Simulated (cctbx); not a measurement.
# What is wrong with this refinement?

Cell a = 8.1090 Å, b = 8.1090 Å, c = 8.1090 Å, α = 90.00°, β = 90.00°, γ = 90.00°; space group F-43m (no. 216).

The data are simulated with cctbx, not measured: Cu Kα, λ = 1.54184 Å, to d = 0.83 Å, 80 % of the full sphere, strongest reflection 20000 counts, noise from counting, a 3 % proportional error and a noise floor of 2 counts (s.d.); no absorption.

An isotropic refinement with weights 1/σ² prints:

```text
Rint 0.028, 67 unique reflections to 0.85 A
cycle     R1     wR2    GooF  max shift (A)
   1  0.1946  0.4690  30.871   0.59194
  12  0.0068  0.0167   1.098   0.00065
final R1 0.0073 wR2 0.0177 GooF 1.162  parameters 9  data/parameter 7.4
atom        x        y        z      Ueq    occ   su(xyz)  su(Uiso or U11)
Dy1    0.25000  0.25000  0.25000   0.0023  1.000  0.00000  0.0002
Eu1    0.25000  0.25000  0.75000   0.0023  1.000  0.00000  0.0002
Mo1    0.00000  0.00000  0.00000   0.0025  1.000  0.00000  0.0002
V1     0.50000  0.00000  0.00000   0.0041  1.000  0.00000  0.0003
O1     0.50000  0.00000  0.74554   0.0060  1.000  0.00019  0.0006
O2     0.08449  0.73953  0.08449   0.9023  1.000  0.00269  0.0978
difference map: max 0.31 min -0.15 rms 0.08
Q1    0.0000  0.0000  0.5000    4    0.31  0.00 A from V1
Q2    0.1292  0.1292  0.1292   16    0.25  1.70 A from Dy1
Q3    0.0000  0.0000  0.0000    4    0.23  0.00 A from Mo1
Q4    0.2500  0.2500  0.2500    4    0.22  0.00 A from Dy1
Q5    0.2500  0.2500  0.7500    4    0.22  0.00 A from Eu1
Q6    0.1274  0.1274  0.8726   16    0.21  1.19 A from O2
```

**Question.** Can this result stand? If not, what is the likely fault?

Mend it. The fault: spurious atom: O2. Against the right model at the same level, R1 goes from 0.0060 to 0.0073 and GooF from 1.02 to 1.16 and O2 takes U = 0.90 Å². A site with no density behind it hides by a very large U or drifts.

The compound is EuDyVMoO6. The right model at the same level gives:

```text
Rint 0.028, 67 unique reflections to 0.85 A
cycle     R1     wR2    GooF  max shift (A)
   1  0.1241  0.2645  16.977   0.06313
   2  0.0060  0.0158   1.016   0.00000
final R1 0.0060 wR2 0.0158 GooF 1.016  parameters 6  data/parameter 11.2
atom        x        y        z      Ueq    occ   su(xyz)  su(Uiso or U11)
Dy1    0.25000  0.25000  0.25000   0.0022  1.000  0.00000  0.0002
Eu1    0.25000  0.25000  0.75000   0.0023  1.000  0.00000  0.0002
Mo1    0.00000  0.00000  0.00000   0.0025  1.000  0.00000  0.0002
V1     0.50000  0.00000  0.00000   0.0041  1.000  0.00000  0.0003
O1     0.50000  0.00000  0.74558   0.0060  1.000  0.00016  0.0005
difference map: max 0.23 min -0.16 rms 0.06
Q1    0.1288  0.1288  0.1288   16    0.23  1.70 A from Dy1
Q2    0.1231  0.1231  0.6231   16    0.21  1.73 A from V1
Q3    0.1274  0.1274  0.8726   16    0.20  1.72 A from Eu1
Q4    0.1216  0.1216  0.3784   16    0.18  1.71 A from V1
Q5    0.0030  0.2500  0.2500   24    0.16  2.00 A from Dy1
Q6    0.0000  0.0000  0.1366   24    0.13  0.88 A from O1
```

Isotropic U is held between 0.0001 and 1 Å² by the program, and listed peak heights are interpolated, so they can pass the grid's maximum.

The model is made up (kin elements in a known structure type, no relaxation), so it says nothing on whether the phase exists.

[Middle refinement cycles are left out of these outputs.]

[Logs are printed without paths, hosts, clocks, repeated set-up lines and the standing remarks that a program may print on its own settings, such as how far it seeks lower states.]
